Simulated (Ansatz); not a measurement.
# Twisted h-BP/Hf2CO2 MXene bilayer, 38.21° (49 atoms): geometry optimisation

How does twisted h-BP/Hf2CO2 MXene bilayer, 38.21° (49 atoms) relax, and what do bonds, charges and levels look like afterwards?

Main program and level: Ansatz 0.2.0; Kohn-Sham DFT, PBE+D3(BJ), PAW (set soft_2), plane waves.

## (1) Set-up

The cell holds 49 atoms: 7 B, 7 P, 7 C, 14 Hf and 14 O. Its edges and angles: a = 8.572 Å, b = 8.572 Å, c = 19.750 Å, α = 90.0°, β = 90.0°, γ = 120.0°. It derives from BP and Hf2CO2. h-BP (a = 3.21 Å) under Hf2CO2 MXene (a = 3.27 Å), bilayer, commensurate cell of 7 unit cells a layer, twist 38.21 deg, both strained to the mean lattice constant; facing planes 3.17 Å apart; 12 Å of vacuum; layers as built, displaced by a Gaussian of 0.01 Å. Regions: layer 1, 14 atoms (7 B and 7 P); layer 2, 35 atoms (7 C, 14 Hf and 14 O). Vacuum lies along c.

Before any run, some limits are plain. The levels lack spin–orbit coupling, which is large for the heavy elements here.

## (2) Single point at the start

The forces at the start show how far the geometry lies from a minimum of this functional.

input.yaml reads:

```yaml
crystal:
  lattice:
    - [8.5722, 0.0, 0.0]
    - [-4.2861, 7.42374, 0.0]
    - [0.0, 0.0, 19.75]
  atoms:
    - { symbol: B, position: [0.19091, 0.2411, 0.30341] }
    - { symbol: P, position: [0.23714, 0.04687, 0.30417] }
    - { symbol: B, position: [0.33498, 0.66774, 0.30389] }
    - { symbol: P, position: [0.38037, 0.47559, 0.30351] }
    - { symbol: B, position: [0.47433, 0.0933, 0.30299] }
    - { symbol: P, position: [0.52435, 0.90521, 0.30252] }
    - { symbol: B, position: [0.61914, 0.52361, 0.30405] }
    - { symbol: P, position: [0.66632, 0.33186, 0.30412] }
    - { symbol: B, position: [0.76193, 0.95296, 0.30386] }
    - { symbol: P, position: [0.80902, 0.76242, 0.30392] }
    - { symbol: B, position: [0.90216, 0.37841, 0.3037] }
    - { symbol: P, position: [0.95178, 0.18762, 0.30378] }
    - { symbol: B, position: [0.04817, 0.80892, 0.30301] }
    - { symbol: P, position: [0.09565, 0.62167, 0.3036] }
    - { symbol: C, position: [0.85748, 0.28574, 0.58034] }
    - { symbol: Hf, position: [0.61782, 0.09437, 0.6495] }
    - { symbol: Hf, position: [0.66732, 0.3332, 0.51237] }
    - { symbol: O, position: [0.66727, 0.33409, 0.6966] }
    - { symbol: O, position: [0.61876, 0.09424, 0.46396] }
    - { symbol: C, position: [0.71517, 0.57421, 0.58099] }
    - { symbol: Hf, position: [0.47464, 0.37747, 0.64949] }
    - { symbol: Hf, position: [0.52651, 0.61988, 0.5118] }
    - { symbol: O, position: [0.52454, 0.6186, 0.6959] }
    - { symbol: O, position: [0.47747, 0.38243, 0.46454] }
    - { symbol: C, position: [0.42839, 0.14321, 0.57973] }
    - { symbol: Hf, position: [0.18919, 0.95281, 0.64913] }
    - { symbol: Hf, position: [0.23854, 0.19114, 0.51188] }
    - { symbol: O, position: [0.23694, 0.18961, 0.69636] }
    - { symbol: O, position: [0.19158, 0.95236, 0.46412] }
    - { symbol: C, position: [0.57242, 0.85741, 0.5809] }
    - { symbol: Hf, position: [0.33339, 0.6652, 0.64891] }
    - { symbol: Hf, position: [0.38292, 0.90575, 0.51086] }
    - { symbol: O, position: [0.38265, 0.90505, 0.69642] }
    - { symbol: O, position: [0.33291, 0.66799, 0.46378] }
    - { symbol: C, position: [0.2836, 0.42734, 0.58035] }
    - { symbol: Hf, position: [0.04655, 0.23757, 0.64902] }
    - { symbol: Hf, position: [0.09462, 0.47457, 0.51182] }
    - { symbol: O, position: [0.09547, 0.47495, 0.69566] }
    - { symbol: O, position: [0.04619, 0.23763, 0.46413] }
    - { symbol: C, position: [0.99988, 0.99953, 0.58] }
    - { symbol: Hf, position: [0.7606, 0.80865, 0.6494] }
    - { symbol: Hf, position: [0.80848, 0.04706, 0.51159] }
    - { symbol: O, position: [0.81113, 0.04826, 0.69696] }
    - { symbol: O, position: [0.76223, 0.8113, 0.46379] }
    - { symbol: C, position: [0.14481, 0.71286, 0.58086] }
    - { symbol: Hf, position: [0.90378, 0.52428, 0.64944] }
    - { symbol: Hf, position: [0.95162, 0.76055, 0.5107] }
    - { symbol: O, position: [0.95078, 0.76203, 0.69569] }
    - { symbol: O, position: [0.90336, 0.52211, 0.46364] }
kpoints:
  mp_grid: { grid: [2, 2, 1] }
hamiltonian:
  xc: pbe
  dispersion: d3bj
scf:
  occupations: { method: fermi_dirac, width: 0.025 }
output:
  forces: true
  populations: true
  dos:
    method: { smearing: { sigma: 0.15 } }
    de: 0.1
    projected:
      site_lists:
        B: [B]
        C: [C]
        Hf: [Hf]
        O: [O]
        P: [P]
        layer_1: [0, 1, 2, 3, 4, 5, 6, 7, 8, 9, 10, 11, 12, 13]
        layer_2: [14, 15, 16, 17, 18, 19, 20, 21, 22, 23, 24, 25, 26, 27, 28, 29, 30, 31, 32, 33, 34, 35, 36, 37, 38, 39, 40, 41, 42, 43, 44, 45, 46, 47, 48]
  eigenvalues: true
```

Started as:

```
$ ansatz run input.yaml --threads 8 --pin off --max-ram 15872MiB --backend cpu --events-out ev --progress --plain --runs-dir out
```

Numbers of over 12 decimals in the logs are rounded to 6 here.

The program printed:

```text
Engine: ansatz 0.2.0, aarch64-unknown-linux-gnu
Pseudopotentials: kind: paw
Pseudopotential: B, paw, valence charge 3, recommended cutoff 420 eV (normal), B.paw.azcp
Pseudopotential: P, paw, valence charge 5, recommended cutoff 420 eV (normal), P.paw.azcp
Pseudopotential: C, paw, valence charge 4, recommended cutoff 420 eV (normal), C.paw.azcp
Pseudopotential: Hf, paw, valence charge 26, recommended cutoff 420 eV (normal), Hf.paw.azcp
Pseudopotential: O, paw, valence charge 6, recommended cutoff 420 eV (normal), O.paw.azcp
[... 5 lines on functional and potentials left out ...]
Crystal: 49 atoms, lattice volume = 1256.846 Å³
Basis set: ecut = 420 eV, 24613 PW (Γ), exchange–correlation on 120×120×270 points (8 copies of the dense FFT grid, shifted against one another)
Bands: 320, of which v1, the nominal top of the filled ones, is band 266 counted from 1 (265 counted from 0)
Symmetry: 1 space group operations
Space group: P1 (ITA 1), of the structure as read, at distance tolerance 1.1e-4 Å
k-points: 4
[... 11 lines on functional and potentials left out ...]
Initial density: superposition of atomic densities (neutral atoms: chi_scale 0, normalization atom), corrected by the library's trained network
Initial wavefunctions: pseudopotential atomic-orbital guess
Functional: x = pbe(κ = 0.804, μ = 0.219515), c = pbe(β = 0.066725)
SCF iter   1: F=—  HF=-236235.322563 eV  |F-HF|=—  |Δ(HF+E_count)|=         —  Δρ=4.15e-3  dr2=3.86e-1  ethr=1.77e-3  ⟨swp⟩=7.0  Hψ=5770  notcnv=0  defer=38
preconditioner: auto → Resta (q_TF=auto, 2.364 Å⁻¹)  ε∞=3.1  [insulator: Δε(μ)=1.057 eV  Ē_g=16.336 eV  σ=0.025 eV  W_gap=1.00  n_scr=284 (ndim 8)  ℏωp=23.5 eV  f_vac=0.474  D(μ)=0.00/eV (n_scr^D=0)  ε∞_Penn≈3.1  vacuum switching on, ρ_ref=1.9e-2 e/Å³]
SCF iter   2: F=—  HF=-236235.276375 eV  |F-HF|=—  |Δ(HF+E_count)|=   4.62e-2  Δρ=2.30e-3  dr2=5.60e-2  ethr=7.26e-5  ⟨swp⟩=3.0  Hψ=2231  notcnv=0  defer=177
SCF iter   3: F=—  HF=-236235.272029 eV  |F-HF|=—  |Δ(HF+E_count)|=   4.35e-3  Δρ=9.60e-4  dr2=1.25e-2  ethr=1.05e-5  ⟨swp⟩=2.0  Hψ=1982  notcnv=0  defer=177
SCF iter   4: F=—  HF=-236235.272928 eV  |F-HF|=—  |Δ(HF+E_count)|=   9.00e-4  Δρ=5.73e-4  dr2=4.67e-3  ethr=2.35e-6  ⟨swp⟩=2.8  Hψ=1961  notcnv=0  defer=177
SCF iter   5: F=—  HF=-236235.272735 eV  |F-HF|=—  |Δ(HF+E_count)|=   1.94e-4  Δρ=1.60e-4  dr2=4.49e-4  ethr=8.78e-7  ⟨swp⟩=2.0  Hψ=1934  notcnv=0  defer=177
SCF iter   6: F=—  HF=-236235.272763 eV  |F-HF|=—  |Δ(HF+E_count)|=   2.86e-5  Δρ=7.10e-5  dr2=5.86e-5  ethr=8.44e-8  ⟨swp⟩=3.0  Hψ=2009  notcnv=0  defer=177
SCF iter   7: F=—  HF=-236235.271699 eV  |F-HF|=—  |Δ(HF+E_count)|=   1.06e-3  Δρ=3.08e-5  dr2=1.16e-5  ethr=1.10e-8  ⟨swp⟩=2.0  Hψ=2167  notcnv=0  defer=177
SCF iter   8: F=—  HF=-236235.271703 eV  |F-HF|=—  |Δ(HF+E_count)|=   3.15e-6  Δρ=6.27e-6  dr2=6.41e-7  ethr=2.18e-9  ⟨swp⟩=2.5  Hψ=2021  notcnv=0  defer=177
SCF iter   9: F=—  HF=-236235.271703 eV  |F-HF|=—  |Δ(HF+E_count)|=   3.20e-7  Δρ=2.87e-6  dr2=1.03e-7  ethr=1.88e-11  ⟨swp⟩=17.5  Hψ=9180  notcnv=0
SCF iter  10: F=-236235.271703 eV  HF=-236235.271703 eV  |F-HF|=1.62e-8  |Δ(HF+E_count)|=   1.11e-7  Δρ=1.51e-6  dr2=2.94e-8  ethr=1.88e-11  ⟨swp⟩=5.2  Hψ=4582  notcnv=0
SCF 1 converged in 10 iterations: F = -236235.271703 eV  dr2 = 2.94e-8
  greatest PAW one-centre occupation: 0.999 electrons in one spin orbital (limit 2), on the Hf atom at site 40 (counted from 0), in its partial waves of l = 0
SCF converged after 10 iterations
Free energy (F): -236235.271703 eV
Harris-Foulkes:  -236235.271703 eV  (|F-HF|=1.62e-8)
Internal energy: -236235.271703 eV  (E = F + TS)
E sigma→0 (E₀):  -236235.271703 eV
Fermi energy:    4.608522 eV
--- Per-component energies (eV) ---
  E_band       = -5771.726538
  E_kinetic    = 9827.239884
  E_local      = -600246.132166  (includes V_loc(G=0)·N_el)
  E_nonlocal   = -16223.567525
  E_hartree    = 293864.639276
  E_xc         = -6231.132365
  E_vxc        = -6160.988188  (∫ρ·V_xc dr)
  E_paw        = -104432.748094  (= ΣΔE_a)
  E_vpaw       = 19302.433090  (= ΣTr[D̂ρ^β])
  E_aug_tail   = 0.034314  (compensation charges beyond the density's cutoff)
  E_ewald      = 187216.385740
  E_disp       = -9.990767  (pairwise vdW)
  E_smearing   = -0.000000  (= −TS)
  E_closure    = 0.000000  (closes the sum)
  Σ components = -236235.271703   (vs F -236235.271703, Δ=0.00e0)
--- Forces (eV/Å), atoms counted from 1 ---
  atom   1  B      0.27901412    -0.72745557     0.01623683
  atom   2  P     -0.11520749     0.39736717    -0.10327171
  atom   3  B     -0.26569776    -0.11951335    -0.06390914
  atom   4  P      0.12811806     0.36928696     0.01142412
  atom   5  B      0.01108860     0.20471949     0.03400467
  atom   6  P     -0.02294133    -0.04518931     0.03473566
  atom   7  B      0.01983682    -0.03113254    -0.03809525
  atom   8  P     -0.30840708     0.01862258    -0.00085664
  atom   9  B      0.03692153    -0.22991173    -0.06125578
  atom  10  P      0.24256461    -0.19286793    -0.05883537
  atom  11  B      0.47766372     0.37228407    -0.01383832
  atom  12  P     -0.29757761     0.58474088    -0.05081274
  atom  13  B     -0.52270833     0.23062350     0.04399862
  atom  14  P      0.33674909    -0.83260833    -0.01387707
[...]
atom  48  O      0.18933638     0.02432028     0.51527846
  atom  49  O      0.01251186     0.11395420    -0.03107593
  max |Σ_I F_I| component: 1.05e-4 eV/Å
--- Band table (eV) ---
  k-point 0: bands = ["-57.5358", "-57.5280", "-57.5068", "-57.4971", [... 304 levels ...], "8.9045", "8.9863", "9.0416", "9.1726", "9.3515", "9.3617", "9.3727", "9.3820", "9.3919", "9.4064", "9.5298", "9.7227"]
[...]
--- Löwdin populations: 49 sites ---
  site symbol       q [e]
     0      B      3.5589
     1      P      4.3491
     2      B      3.5433
[...]
48      O      6.6136
  spilling = 0.003208 (of n_electrons = 532.000000)
```

Elapsed: 40 s, on 8 threads of Arm Neoverse V2, shared host; peak memory 6.7 GiB.

The column dr2 measures how far the density is from self-consistency, as an energy; F and HF (Harris–Foulkes) agree once it is small.

Numbers from this run:

```yaml
free_energy: -236235.2717 eV
free_energy_per_atom: -4821.1280 eV/atom
scf_cycles: 10
r_m_s_force_component: 0.2271 eV/Å
longest_force: 0.8982 eV/Å
fermi_energy: 4.609 eV
spacing_of_highest_filled_and_lowest_empty_level: 0.9615 eV
spilling_of_the_projection: 0.003208
```

The r.m.s. force component of 0.23 eV/Å sets the starting point.

Length of the force by element:

```csv
element,coordination,atoms,mean length of the force (eV/Å),spread,least,most
B,all,7,0.394,0.242,0.053,0.779
C,all,7,0.284,0.137,0.074,0.464
Hf,all,14,0.374,0.109,0.169,0.573
O,all,14,0.301,0.128,0.119,0.549
P,all,7,0.437,0.250,0.0614,0.898
```

## (3) Relaxation

With the cell held, the atoms are moved downhill towards a nearby minimum.

input.yaml, the sections that differ from step 2:

```yaml
output:
  forces: true
relax:
  f_tol: 0.05
  max_steps: 86
# crystal, kpoints, hamiltonian, scf: as in step 2
```

The program printed:

```text
[...]
Crystal: 49 atoms, lattice volume = 1256.846 Å³
Basis set: ecut = 420 eV, 24613 PW (Γ), exchange–correlation on 120×120×270 points (8 copies of the dense FFT grid, shifted against one another)
Bands: 320, of which v1, the nominal top of the filled ones, is band 266 counted from 1 (265 counted from 0)
Symmetry: 1 space group operations
[...]
k-points: 4
[...]
SCF iter   1: F=—  HF=-236235.322559 eV  |F-HF|=—  |Δ(HF+E_count)|=         —  Δρ=4.15e-3  dr2=3.86e-1  ethr=1.77e-3  ⟨swp⟩=7.0  Hψ=5770  notcnv=0  defer=38
[...]
SCF iter   6: F=-236235.271685 eV  HF=-236235.271673 eV  |F-HF|=1.20e-5  |Δ(HF+E_count)|=   3.41e-5  Δρ=7.29e-5  dr2=5.96e-5  ethr=1.17e-8  ⟨swp⟩=6.0  Hψ=6186  notcnv=0
SCF 1 converged in 6 iterations: F = -236235.271685 eV  dr2 = 5.96e-5
[...]
relax step   1: F+E_penalty+E_count = -236235.27168453 eV  Δ(F+E_penalty+E_count) = +0.000e0 eV  max|allowed force component| = 8.326e-1 eV/Å  Δτ_max = 0.0000 Å  (6 SCF iters, dr2 threshold 6.25e-5 eV, accepted)
[...]
relax step   2: F+E_penalty+E_count = -236235.12998396 eV  Δ(F+E_penalty+E_count) = +1.417e-1 eV  max|allowed force component| = 8.518e-1 eV/Å  Δτ_max = 0.1968 Å  (8 SCF iters, dr2 threshold 4.33e-5 eV, rejected (line search))
[...]
relax step   3: F+E_penalty+E_count = -236235.46842921 eV  Δ(F+E_penalty+E_count) = -1.967e-1 eV  max|allowed force component| = 2.542e-1 eV/Å  Δτ_max = 0.0742 Å  (10 SCF iters, accepted)
relax step   4: F+E_penalty+E_count = -236235.47710236 eV  Δ(F+E_penalty+E_count) = -8.673e-3 eV  max|allowed force component| = 4.338e-2 eV/Å  Δτ_max = 0.0339 Å  (7 SCF iters, dr2 threshold 4.04e-6 eV, accepted)
[...]
relax step   5: F+E_penalty+E_count = -236235.47710277 eV  Δ(F+E_penalty+E_count) = -4.052e-7 eV  max|allowed force component| = 4.339e-2 eV/Å  Δτ_max = 0.0000 Å  (3 SCF iters, accepted)
SCF converged after 3 iterations
Free energy (F): -236235.477103 eV
[...]
Internal energy: -236235.477103 eV  (E = F + TS)
E sigma→0 (E₀):  -236235.477103 eV
Entropy (-TS):   -0.000000 eV (-0.000 meV/atom)
Fermi energy:    4.604740 eV
[...]
--- Forces (eV/Å), atoms counted from 1 ---
  atom   1  B     -0.00155355    -0.00646592     0.02251117
  atom   2  P     -0.00117565    -0.00029444    -0.03057928
  atom   3  B      0.00000220     0.00017988     0.02306114
  atom   4  P     -0.00811801    -0.00931667    -0.02244899
  atom   5  B     -0.00476547     0.00930679     0.02972340
  atom   6  P      0.01246738    -0.00282874    -0.02276209
  atom   7  B      0.01070351    -0.00061128     0.02897905
  atom   8  P     -0.00062674    -0.00016459    -0.04339722
  atom   9  B      0.00613208     0.00176579     0.02287266
  atom  10  P      0.00036323     0.00190604    -0.02950734
  atom  11  B     -0.00544350    -0.00864980     0.02929962
  atom  12  P      0.00133686    -0.00028687    -0.02995481
  atom  13  B     -0.00496932     0.00426276     0.02361741
  atom  14  P     -0.00441983     0.01119660    -0.02212890
[...]
atom  48  O      0.00040994    -0.00139858     0.00139909
  atom  49  O     -0.00537527     0.00599955     0.00892997
  max |Σ_I F_I| component: 3.74e-4 eV/Å
--- Relaxed structure (5 steps of the walk, 4 accepted, 0 SCFs on fresh bases) ---
  F+E_penalty+E_count = -236235.47710277 eV   max|allowed force component| = 4.339e-2 eV/Å
  atoms:
    - { symbol: B, position: [0.190621, 0.238097, 0.299220] }
    - { symbol: P, position: [0.238208, 0.047829, 0.299510] }
    - { symbol: B, position: [0.333400, 0.666582, 0.299484] }
    - { symbol: P, position: [0.381168, 0.476188, 0.300176] }
[...]
- { symbol: O, position: [0.904710, 0.523811, 0.463980] }
```

It took 84 s on 8 threads; peak memory 6.6 GiB.

Relaxation path:

```csv
step,energy less that of the first step (eV),largest force component (eV/Å)
1,0.0000,0.8326
2,0.1417,0.8518
3,-0.1967,0.2542
4,-0.2054,0.0434
5,-0.2054,0.0434
```

Relaxation step 2 was tried and not accepted.

The atoms that moved most (Å):

```csv
atom,dx,dy,dz,length
P2,0.005,0.007,-0.092,0.092
B9,0.002,-0.005,-0.092,0.092
P10,0.010,-0.005,-0.088,0.088
B3,-0.009,-0.009,-0.087,0.088
P12,-0.008,0.019,-0.085,0.087
B1,0.010,-0.022,-0.083,0.086
B7,0.000,0.002,-0.083,0.083
O48,0.014,-0.003,0.079,0.080
```

The relaxation changed the energy by -4.19 meV/atom, and atoms moved by 0.054 Å r.m.s., 0.092 Å at most.

## (4) Distances and neighbours after relaxation

Bonds before and after, by the cutoffs listed below:

```csv
pair,bonds before,bonds after,mean before (Å),mean after (Å),spread before (Å),spread after (Å)
Hf-O,42,42,2.091,2.097,0.012,0.001
Hf-C,42,42,2.313,2.324,0.013,0.001
B-P,21,21,1.871,1.871,0.015,0.001
```

Normalised to the volume that the atoms fill. Pair distribution functions g(r), in bins of 0.2 Å:

```csv
r (Å),total,Hf-Hf,Hf-O,Hf-B,Hf-C,Hf-P,O-O
1.80,1.25,0.00,0.00,0.00,0.00,0.00,0.00
2.00,2.04,0.00,12.50,0.00,0.00,0.00,0.00
2.20,0.00,0.00,0.00,0.00,0.00,0.00,0.00
2.40,1.62,0.00,0.00,0.00,19.90,0.00,0.00
2.60,0.00,0.00,0.00,0.00,0.00,0.00,0.00
2.80,0.00,0.00,0.00,0.00,0.00,0.00,0.00
3.00,0.99,0.00,0.00,0.00,0.00,0.00,0.00
3.20,2.98,10.35,0.00,0.00,0.00,0.00,10.35
3.40,0.56,4.87,0.00,0.00,0.00,0.00,0.00
3.60,0.05,0.00,0.00,0.00,0.00,0.00,0.00
3.80,1.29,0.00,4.87,0.00,0.00,0.00,0.00
4.00,0.63,0.00,0.00,0.00,6.80,0.00,0.00
4.20,0.12,0.00,0.00,0.42,0.00,0.15,0.00
4.40,0.64,0.00,0.00,0.39,0.00,0.81,0.00
4.60,0.41,2.50,0.00,0.73,0.00,0.35,0.00
4.80,0.12,0.00,0.00,0.00,0.00,1.00,0.00
5.00,2.13,0.00,8.70,0.93,0.00,0.00,2.13
5.20,0.85,0.00,0.00,0.56,8.20,1.10,0.00
5.40,0.78,0.00,0.00,0.26,0.00,0.00,0.00
5.60,1.40,6.75,0.00,0.49,0.00,0.49,3.40
5.80,0.22,0.00,0.00,0.46,0.00,0.00,0.00
6.00,0.31,0.00,0.00,0.42,0.00,1.27,1.50
6.20,0.20,0.00,0.00,0.39,0.00,0.00,0.00
6.40,0.96,2.56,0.00,0.55,0.00,0.37,2.56
6.60,0.11,0.00,0.00,0.35,0.00,0.00,0.00
6.80,1.70,0.00,4.69,0.00,4.55,0.67,2.35
7.00,0.27,0.00,0.00,0.84,0.00,0.94,0.00
7.20,0.70,2.03,0.00,0.59,0.00,0.30,0.00
```

Bonds by pair of elements; cutoffs follow the first minimum of g(r), held within bounds set by covalent radii, and pairs that aren't listed don't count as bonded (cutoffs were set anew for this text, so counts can differ from the run's own analysis):

```csv
pair A-B,cutoff (Å),bonds,mean length (Å),spread (Å),shortest (Å),B about A,A about B
Hf-O,2.48,42,2.10,0.001,2.10,3,3
Hf-C,2.73,42,2.32,0.001,2.32,3,6
B-P,2.27,21,1.87,0.001,1.87,3,3
```

How many atoms have how many bonded neighbours:

```csv
element,mean,3,6
B,3,7,0
C,6,0,7
Hf,6,0,14
O,3,14,0
P,3,7,0
```

Bond angles, per cent of each kind in bins of 5°:

```csv
angle (°),C-Hf-O,Hf-C-Hf,Hf-O-Hf,O-Hf-O,C-Hf-C
80–85,66.7,0.0,0.0,0.0,0.0
85–90,0.0,40.0,0.0,0.0,100.0
90–95,0.0,40.0,0.0,0.0,0.0
95–100,0.0,0.0,0.0,0.0,0.0
100–105,0.0,0.0,100.0,100.0,0.0
105–110,0.0,0.0,0.0,0.0,0.0
110–115,0.0,0.0,0.0,0.0,0.0
115–120,0.0,0.0,0.0,0.0,0.0
120–125,0.0,0.0,0.0,0.0,0.0
125–130,0.0,0.0,0.0,0.0,0.0
130–135,0.0,0.0,0.0,0.0,0.0
135–140,0.0,0.0,0.0,0.0,0.0
140–145,0.0,0.0,0.0,0.0,0.0
145–150,0.0,0.0,0.0,0.0,0.0
150–155,0.0,0.0,0.0,0.0,0.0
155–160,0.0,0.0,0.0,0.0,0.0
160–165,0.0,0.0,0.0,0.0,0.0
165–170,0.0,0.0,0.0,0.0,0.0
170–175,33.3,0.0,0.0,0.0,0.0
175–180,0.0,20.0,0.0,0.0,0.0
```

Bond angles (no mean is given where the spread exceeds 20°):

```csv
angle,count,mean (°),spread (°)
C-Hf-O,126,-,-
Hf-C-Hf,105,-,-
Hf-O-Hf,42,101,0.1
O-Hf-O,42,101,0.1
C-Hf-C,42,88.4,0.1
```

For some of the pairs, g(r) has its first main peak near 3.26 Å (Hf-Hf), 2.08 Å (Hf-O), 2.33 Å (Hf-C) and 3.23 Å (O-O). Counting bonds as in the table, all B atoms have 3, all C atoms have 6, all Hf atoms have 6 and all O atoms have 3 bonded neighbours.

[end of part 1 of 2]

[Logs are printed without paths, hosts, clocks, repeated set-up lines and the standing remarks that a program may print on its own settings, such as how far it seeks lower states.]

[Hosts, paths, dates, database ids (printed as entryN), source tags and the programs' standing remarks are cut or masked in the printed files.]
